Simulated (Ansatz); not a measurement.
# Electron scattering at the Σ3 (111) boundary in fcc Al, part 3 of 3

Wanted: what the Σ3 (111) boundary in fcc Al costs an interconnect.

Ansatz 0.2.0; Ansatz plane-wave DFT, PBE, PAW files; relaxation of a bicrystal slab with its lowest layers held; PAW set soft_1 (the session's first sound run).

So far. Step 3 (Transmission across the boundary): Over the solved energies the transmission per spin lies between 1.12 and 1.19, out of 1.35 channels of the lead on average (up to 1.37). Step 4 (Specific resistance): Averaged over the energies near the Fermi level, 85.2 % of the channels pass, which makes 0.117 fΩ m².

## 5. Single-crystal slab for reference

The free faces cost energy too. A single-crystal slab with the same faces and held layers is relaxed, so that they cancel.

This step: Ansatz plane-wave DFT, PBE, PAW files; relaxation of a single-crystal slab with its lowest layers held; PAW set soft_1 (Ansatz 0.2.0).

System of this step: Al slab, plane (1, 1, 1). The cell holds 8 atoms: 8 Al. Cell: a = 2.862 Å, b = 2.862 Å, c = 27.360 Å, α = 90.0°, β = 90.0°, γ = 120.0°. It derives from Al. Vacuum lies along c.

The input, input.yaml:

```yaml
crystal:
  lattice:
    - [2.862347037, 0.0, 0.0]
    - [-1.4311735185, 2.4788652485, 0.0]
    - [0.0, 0.0, 27.3596759844]
  atoms:
    - { symbol: Al, position: [0.6666666667, 0.3333333334, 0.1827507023] }
    - { symbol: Al, position: [0.0, 1.0e-10, 0.2681719101] }
    - { symbol: Al, position: [0.3333333334, 0.6666666667, 0.353593118] }
    - { symbol: Al, position: [0.6666666667, 0.3333333334, 0.4390143258] }
    - { symbol: Al, position: [0.0, 0.0, 0.5244355337] }
    - { symbol: Al, position: [0.3333333333, 0.6666666667, 0.6098567416] }
    - { symbol: Al, position: [0.6666666667, 0.3333333333, 0.6952779494] }
    - { symbol: Al, position: [0.0, 0.0, 0.7806991573] }
kpoints:
  mp_grid: { grid: [9, 9, 1] }
hamiltonian:
  xc: pbe
  pseudopotentials: { kind: paw, azcp: { folder: soft_1 } }
scf:
  occupations: { method: fermi_dirac, width: 0.1 }
relax:
  f_tol: 0.03
  max_steps: 80
  constraints: [{ sites: [0, 1] }]
```

Launch:

```bash
ansatz run input.yaml --threads 8 --pin off --max-ram 15360MiB --backend cpu --events-out ev --progress --plain --runs-dir out
```

Numbers of over 12 decimals in the logs are rounded to 6 here.

The log of the run:

```text
Warning: crystal.symmetry: narrowed to the stabiliser of the relax constraints — unitary ops 12 → 6; lowered at sites 0, 1, 6, 7 (the operations that carried what is held of a site onto what its image site leaves free; the constrained walk keeps no symmetry that its constraints do not admit)
[...]
Crystal: 8 atoms, lattice volume = 194.127 Å³
Basis set: ecut = 420 eV, 3823 PW (Γ), exchange–correlation on 40×40×384 points (8 copies of the dense FFT grid, shifted against one another)
Bands: 20, of which v1, the nominal top of the filled ones, is band 12 counted from 1 (11 counted from 0)
Symmetry: 6 space group operations
k-points: 12 of 81 (time reversal used)
[...]
SCF iter   1: F=—  HF=-4300.094595 eV  |F-HF|=—  |Δ(HF+E_count)|=         —  Δρ=2.14e-2  dr2=1.19e1  ethr=3.10e-3  ⟨swp⟩=9.6  Hψ=1727  notcnv=0  defer=1
[...]
SCF iter   6: F=-4299.283476 eV  HF=-4299.283478 eV  |F-HF|=2.63e-6  |Δ(HF+E_count)|=   1.28e-6  Δρ=2.00e-5  dr2=3.57e-6  ethr=9.38e-8  ⟨swp⟩=5.0  Hψ=836  notcnv=0
SCF 1 converged in 6 iterations: F = -4299.283476 eV  dr2 = 3.57e-6
[...]
relax step   1: F+E_penalty+E_count = -4299.28347571 eV  Δ(F+E_penalty+E_count) = +0.000e0 eV  max|allowed force component| = 1.103e-1 eV/Å  Δτ_max = 0.0000 Å  (6 SCF iters, dr2 threshold 2.25e-5 eV, accepted)
[...]
SCF iter   6: F=-4299.285902 eV  HF=-4299.285902 eV  |F-HF|=1.66e-8  |Δ(HF+E_count)|=   1.75e-8  Δρ=1.44e-6  dr2=2.01e-8  ethr=4.17e-10  ⟨swp⟩=5.0  Hψ=762  notcnv=0
SCF 2 converged in 6 iterations: F = -4299.285902 eV  dr2 = 2.01e-8
[...]
relax step   2: F+E_penalty+E_count = -4299.28590180 eV  Δ(F+E_penalty+E_count) = -2.426e-3 eV  max|allowed force component| = 4.607e-2 eV/Å  Δτ_max = 0.0532 Å  (6 SCF iters, accepted)
SCF iter   1: F=—  HF=-4299.286166 eV  |F-HF|=—  |Δ(HF+E_count)|=         —  Δρ=1.60e-4  dr2=9.64e-4  ethr=4.24e-5  ⟨swp⟩=2.8  Hψ=554  notcnv=0  defer=13
[...]
SCF iter   5: F=-4299.286114 eV  HF=-4299.286114 eV  |F-HF|=1.31e-9  |Δ(HF+E_count)|=   1.74e-8  Δρ=6.72e-7  dr2=2.10e-9  ethr=4.17e-10  ⟨swp⟩=4.6  Hψ=751  notcnv=0
SCF 3 converged in 5 iterations: F = -4299.286114 eV  dr2 = 2.10e-9
relax step   3: F+E_penalty+E_count = -4299.28611361 eV  Δ(F+E_penalty+E_count) = -2.118e-4 eV  max|allowed force component| = 2.841e-3 eV/Å  Δτ_max = 0.0065 Å  (5 SCF iters, accepted)
SCF converged after 5 iterations
Free energy (F): -4299.286114 eV
[...]
Internal energy: -4299.177351 eV  (E = F + TS)
E sigma→0 (E₀):  -4299.231732 eV
Entropy (-TS):   -0.108763 eV (-13.595 meV/atom)
Fermi energy:    4.129855 eV
[...]
--- Forces (eV/Å), atoms counted from 1 ---
  atom   1  Al     0.00000000    -0.00000000    -0.10889185
  atom   2  Al     0.00000000    -0.00000000     0.10883357
  atom   3  Al    -0.00000000     0.00000000    -0.00096478
  atom   4  Al     0.00000000    -0.00000000     0.00042772
  atom   5  Al     0.00000000     0.00000000    -0.00072738
  atom   6  Al     0.00000000     0.00000000    -0.00284079
  atom   7  Al    -0.00000000     0.00000000     0.00236704
  atom   8  Al     0.00000000     0.00000000     0.00179664
  max |Σ_I F_I| component: 1.75e-7 eV/Å
--- Relaxed structure (3 steps of the walk, 3 accepted, 0 SCFs on fresh bases) ---
  F+E_penalty+E_count = -4299.28611361 eV   max|allowed force component| = 2.841e-3 eV/Å
  atoms:
    - { symbol: Al, position: [0.666667, 0.333333, 0.182750702275] }
    - { symbol: Al, position: [4.224111952157742e-18, -1.1026942797552677e-17, 0.268171910125] }
    - { symbol: Al, position: [0.333333, 0.666667, 0.353712] }
    - { symbol: Al, position: [0.666667, 0.333333, 0.438937] }
    - { symbol: Al, position: [-5.038265329343694e-18, -2.263994997381207e-18, 0.524427] }
    - { symbol: Al, position: [0.333333, 0.666667, 0.609629] }
    - { symbol: Al, position: [0.666667, 0.333333, 0.695399] }
[...]
```

Elapsed: 2.8 s, on 8 threads of Arm Neoverse N1, shared host; peak memory 0.48 GiB; 18 s of CPU time.

Step by step:

```
step  energy less that of the first step (eV)  largest force component (eV/Å)
   1                                   0.0000                          0.1103
   2                                  -0.0024                          0.0461
   3                                  -0.0026                          0.0028
```

The atoms that moved most (Å):

```
atom     dx     dy      dz  length
 Al8  0.000  0.000   0.048   0.048
 Al6  0.000  0.000  -0.006   0.006
```

Final coordinates:

```xyz
8
Lattice="2.8623 0.0000 0.0000 -1.4312 2.4789 0.0000 0.0000 0.0000 27.3597" Properties=species:S:1:pos:R:3
Al    1.4312    0.8263    5.0000
Al    0.0000    0.0000    7.3371
Al    0.0000    1.6526    9.6774
Al    1.4312    0.8263   12.0092
Al    0.0000    0.0000   14.3482
Al    0.0000    1.6526   16.6793
Al    1.4312    0.8263   19.0259
Al    0.0000    0.0000   21.4081
```

This step gave:

```
free energy             : -4299.2861 eV
energy at zero smearing : -4299.2317 eV
Fermi energy            : 4.130 eV
```

The largest force component on a free atom ends at 0.0028 eV/Å, under the tolerance of 0.03, after 3 steps.

## 6. Bulk reference

The perfect crystal gives the energy per atom, for the atoms by which bicrystal and slab differ.

This step: Ansatz plane-wave DFT, PBE, PAW files; bulk reference; PAW set soft_1 (Ansatz 0.2.0).

System of this step: Al. Symmetry: Fm-3m, No. 225, cubic system. The conventional cell has a = 4.048 Å, b = 4.048 Å, c = 4.048 Å, α = 90.00°, β = 90.00°, γ = 90.00°. Nearest to Al lie 12 Al at 2.86 Å.

input.yaml, the sections that differ from step 5:

```yaml
crystal:
  lattice:
    - [0.0, 2.023985, 2.023985]
    - [2.023985, 0.0, 2.023985]
    - [2.023985, 2.023985, 0.0]
  atoms:
    - { symbol: Al, position: [0.0, 0.0, 0.0] }
kpoints:
  mp_grid: { grid: [18, 18, 18] }
# hamiltonian, scf: as in step 5
# relax: removed
```

The log of the run:

```text
[...]
Crystal: 1 atoms, lattice volume = 16.583 Å³
Basis set: ecut = 420 eV, 331 PW (Γ)
Bands: 6, of which v1, the nominal top of the filled ones, is band 2 counted from 1 (1 counted from 0)
Symmetry: 48 space group operations
[...]
k-points: 195 of 5832
[...]
SCF iter   1: F=—  HF=-537.541617 eV  |F-HF|=—  |Δ(HF+E_count)|=         —  Δρ=2.25e-2  dr2=8.96e-2  ethr=3.10e-3  ⟨swp⟩=4.3  Hψ=9770  notcnv=0
[...]
SCF iter   5: F=-537.508360 eV  HF=-537.508360 eV  |F-HF|=7.56e-11  |Δ(HF+E_count)|=   4.82e-8  Δρ=1.70e-6  dr2=2.71e-10  ethr=2.71e-9  ⟨swp⟩=1.0  Hψ=2876  notcnv=0
SCF 1 converged in 5 iterations: F = -537.508360 eV  dr2 = 2.71e-10
[...]
SCF converged after 5 iterations
Free energy (F): -537.508360 eV
[...]
Internal energy: -537.493812 eV  (E = F + TS)
E sigma→0 (E₀):  -537.501086 eV
Entropy (-TS):   -0.014548 eV (-14.548 meV/atom)
Fermi energy:    7.869441 eV
[...]
```

The job ended after 0.47 s (8 threads; peak memory 0.25 GiB; 1.8 s of CPU time).

This step gave:

```yaml
free_energy: -537.5084 eV
energy_at_zero_smearing: -537.5011 eV
fermi_energy: 7.869 eV
```

## 7. Boundary energy

This step: Ansatz plane-wave DFT, PBE, PAW files; bicrystal less single-crystal slab less bulk atoms, a boundary area; PAW set soft_1 (Ansatz 0.2.0).

Numbers from this step:

| Item | Value |
| --- | --- |
| excess energy of the cell | 0.02237 eV |
| boundary energy | 0.05051 J/m² |

The boundary costs 0.051 J/m².

By hand: 0.0224 eV / 7.095 Å² × 16.02 = 0.0505 J/m².

## 8. What came out

```yaml
specific_resistance_of_the_boundary: 0.117 fΩ m²
share_of_channels_that_pass: 0.852
boundary_energy: 0.0505 J/m²
```

In words: The boundary has a specific resistance of 0.12 fΩ m² and an energy of 0.051 J/m². The boundary reflects 15 % of the channels; 0.12 fΩ m² is 1.2×10⁻¹² Ω·cm². That equals the resistance of 4.3 nm of bulk Al at 300 K (measured 2.733 µΩ cm, CRC Handbook of Chemistry and Physics, 84th ed., 2003, Electrical Resistivity of Pure Metals).

[Logs are printed without paths, hosts, clocks, repeated set-up lines and the standing remarks that a program may print on its own settings, such as how far it seeks lower states.]

[Hosts, paths, dates, database ids (printed as entryN), source tags and the programs' standing remarks are cut or masked in the printed files.]
